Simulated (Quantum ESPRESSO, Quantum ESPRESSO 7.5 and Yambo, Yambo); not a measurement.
# Al2O3 (Corundum): G0W0 on several meshes in Yambo

Wanted: mesh dependence and cost of G0W0 for Al2O3 (Corundum).

Main program and level: Quantum ESPRESSO 7.5 and Yambo 5.3.0; PBE and many-body steps on it, plane waves.

This is a report of a sequence of runs, with most program output left out.

## (1) Starting point

Symmetry: R-3c, No. 167, trigonal system. The conventional cell has a = 4.760 Å, b = 4.760 Å, c = 12.996 Å, α = 90.00°, β = 90.00°, γ = 120.00°. Nearest to Al lie 6 O at 1.85 to 1.97 Å. Nearest to O lie 4 Al at 1.85 to 1.97 Å. Farther neighbours and most contacts between anions are not listed.

The cell and positions come from the Crystallography Open Database and are kept as given unless a step says otherwise.

## (2) Empty states on the mesh, 4×4×4 mesh, 378 bands

This step: Quantum ESPRESSO 7.5; DFT, PBE, plane waves, norm-conserving pseudopotentials.

The sums over transitions need many empty states on a uniform mesh; this step solves for them.

Input file pw.in:

```
&control
  calculation = 'nscf'
  prefix = 'x'
  outdir = 'o'
  pseudo_dir = 'pseudo'
/
&system
  ibrav = 0
  nat = 10
  ntyp = 2
  ecutwfc = 72.0
  nbnd = 378
  force_symmorphic = .true.
/
&electrons
  conv_thr = 1e-9
  electron_maxstep = 80
  diago_full_acc = .true.
  diago_thr_init = 5e-6
/
ATOMIC_SPECIES
  Al 26.982 Al.upf
  O 15.999 O.upf
CELL_PARAMETERS angstrom
  2.3802500000 1.3742379782 4.3318666667
  -2.3802500000 1.3742379782 4.3318666667
  -0.0000000000 -2.7484759565 4.3318666667
ATOMIC_POSITIONS crystal
  Al 0.3521600000 0.3521600000 0.3521600000
  Al 0.1478400000 0.1478400000 0.1478400000
  Al 0.6478400000 0.6478400000 0.6478400000
  Al 0.8521600000 0.8521600000 0.8521600000
  O 0.5566800000 0.9433200000 0.2500000000
  O 0.2500000000 0.5566800000 0.9433200000
  O 0.9433200000 0.2500000000 0.5566800000
  O 0.4433200000 0.0566800000 0.7500000000
  O 0.7500000000 0.4433200000 0.0566800000
  O 0.0566800000 0.7500000000 0.4433200000
K_POINTS automatic
  4 4 4 0 0 0
```

The run is started by

```sh
OMP_NUM_THREADS=1 mpirun -n 4 pw.x -nk 4 -in pw.in > pw.out
```

Wall time 3.1 min (4 MPI ranks of Arm Neoverse V1, shared host); peak memory 1.1 GiB.

This step gave:

| Quantity | Value |
| --- | --- |
| gap | 6.266 eV |
| k of the valence top | 0, 0, 0 |
| k of the conduction bottom | 0, 0, 0 |
| least direct gap | 6.266 eV |
| k points computed | 14 |
| lowest point of the top converged band, above the valence top | 137.0693 eV |

On this mesh the gap is 6.266 eV.

The density comes from a self-consistent run that is not shown.

## (3) Conversion and set-up

This step: Yambo 5.3.0; conversion and set-up on PBE, plane waves, norm-conserving pseudopotentials.

The states are converted to the many-body program's format and the q mesh is built.

The run is started by

```sh
(cd o/x.save; p2y > p2y.log; mv SAVE ../..); yambo > setup.log
```

Run time: 3 s. Hardware: 1 MPI rank; peak memory 0.25 GiB.

## (4) 4×4×4

G0W0 replaces the xc potential by the self-energy, built once from these orbitals. Only a window of levels is corrected, while the sums run over the empty bands that the input names.

This step: G0W0 on PBE, plane waves, norm-conserving pseudopotentials.

Input file gw2.in:

```
HF_and_locXC
gw0
dyson
ppa
em1d
rim_cut
RandQpts= 1000000
RandGvec= 1 RL
EXXRLvcs= 72 Ry
VXCRLvcs= 288 Ry
Chimod= "HARTREE"
% BndsRnXp
 1 | 168 |
%
NGsBlkXp= 10 Ry
% LongDrXp
 1 | 1 | 1 |
%
% GbndRnge
 1 | 168 |
%
DysSolver= "n"
ExtendOut
PPAPntXp= 27.21138 eV
% QPkrange
 1 | 1 | 23 | 26 |
%
```

The run is started by

```sh
OMP_NUM_THREADS=1 mpirun -n 4 yambo -F gw2.in -J gw2 -C gw2 > gw2.log
```

Wall time 8.5 min (4 MPI ranks); peak memory 3.2 GiB.

This step gave:

- G0W0 gap on the points computed: 8.455 eV
- starting gap on the mesh: 6.266 eV
- k of the valence top: 0, 0, 0
- k of the conduction bottom: 0, 0, 0
- least direct G0W0 gap on the computed points: 8.455 eV
- Z at the valence top: 0.8182
- Z at the conduction bottom: 0.8537

The gap on the mesh goes from 6.27 eV to 8.45 eV, a correction of +2.19 eV.

## (5) Empty states on the mesh, 2×2×2 mesh, 168 bands

This step: Quantum ESPRESSO 7.5; DFT, PBE, plane waves, norm-conserving pseudopotentials.

pw.in: that of step 2 with these lines changed.

```diff
@@ -11,3 +11,3 @@
   ecutwfc = 72.0
-  nbnd = 378
+  nbnd = 168
   force_symmorphic = .true.
@@ -39,2 +39,2 @@
 K_POINTS automatic
-  4 4 4 0 0 0
+  2 2 2 0 0 0
```

The run is started by

```sh
OMP_NUM_THREADS=1 mpirun -n 4 pw.x -nk 4 -in pw.in > pw.out
```

Elapsed: 16 s, on 4 MPI ranks; peak memory 0.6 GiB; 64 s of CPU time.

Numbers from this step:

```yaml
gap: 6.266 eV
k_of_the_valence_top: 0, 0, 0
k_of_the_conduction_bottom: 0, 0, 0
least_direct_gap: 6.266 eV
k_points_computed: 4
lowest_point_of_the_top_converged_band_above_the_valence_top: 72.6228 eV
```

On this mesh the gap is 6.266 eV.

## (6) Conversion and set-up

This step: Yambo 5.3.0; conversion and set-up on PBE, plane waves, norm-conserving pseudopotentials.

The run is started by

```sh
(cd o/x.save; p2y > p2y.log; mv SAVE ../..); yambo > setup.log
```

Wall time 2.1 s (1 MPI rank); peak memory 0.24 GiB.

## (7) 2×2×2

This step: G0W0 on PBE, plane waves, norm-conserving pseudopotentials.

Input file gw11.in:

```
HF_and_locXC
gw0
dyson
ppa
em1d
rim_cut
RandQpts= 1000000
RandGvec= 1 RL
EXXRLvcs= 72 Ry
VXCRLvcs= 288 Ry
Chimod= "HARTREE"
% BndsRnXp
 1 | 168 |
%
NGsBlkXp= 10 Ry
% LongDrXp
 1 | 1 | 1 |
%
% GbndRnge
 1 | 168 |
%
DysSolver= "n"
ExtendOut
PPAPntXp= 27.21138 eV
% QPkrange
 1 | 1 | 23 | 26 |
%
```

The run is started by

```sh
OMP_NUM_THREADS=1 mpirun -n 4 yambo -F gw11.in -J gw11 -C gw11 > gw11.log
```

Elapsed: 24 s, on 4 MPI ranks; peak memory 1.5 GiB.

Numbers from this step:

```
G0W0 gap on the points computed              : 8.403 eV
starting gap on the mesh                     : 6.266 eV
k of the valence top                         : 0, 0, 0
k of the conduction bottom                   : 0, 0, 0
least direct G0W0 gap on the computed points : 8.403 eV
Z at the valence top                         : 0.8198
Z at the conduction bottom                   : 0.8544
```

Against G0W0 in Yambo (4×4×4 mesh, 168 bands, screening to 136.1 eV, Godby-Needs plasmon pole), the gap moves by −0.051 eV.

## (8) Side by side

Times are wall times on 4 MPI ranks of Arm Neoverse V1, shared host, good to a factor of about two.

```
  run   mesh  bands  screening cutoff (eV)  DFT gap (eV)  gap on the mesh (eV)  direct (eV)     time
4×4×4  4×4×4    168                  136.1         6.266                 8.455        8.455  8.5 min
2×2×2  2×2×2    168                  136.1         6.266                 8.403        8.403     24 s
```

## (9) Summary of results

| Property | Result |
| --- | --- |
| 4×4×4 | 8.455 eV |
| 2×2×2 | 8.403 eV |
| known limits | not at the basis limit; coarse k mesh |

2×2×2: −0.051 eV against 4×4×4. Bands and cutoff are finite, so the gap is not at the basis limit. The miss can reach some tenths of an eV and take either sign; the mesh is an error of its own. In the G0W0 runs levels were corrected at 1 k point alone, so a gap called «on the mesh» is the least over those, and an edge elsewhere would be missed.

[Paths, hosts, dates, memory and timing lines, banners, echoed tables and standing remarks are left out of the program output.]

[Logs are printed without paths, hosts, clocks, repeated set-up lines and the standing remarks that a program may print on its own settings, such as how far it seeks lower states.]

[Runs of the session that timed out or met a known fault of the program may be left out.]

[Hosts, paths, dates, database ids (printed as entryN), source tags and the programs' standing remarks are cut or masked in the printed files.]
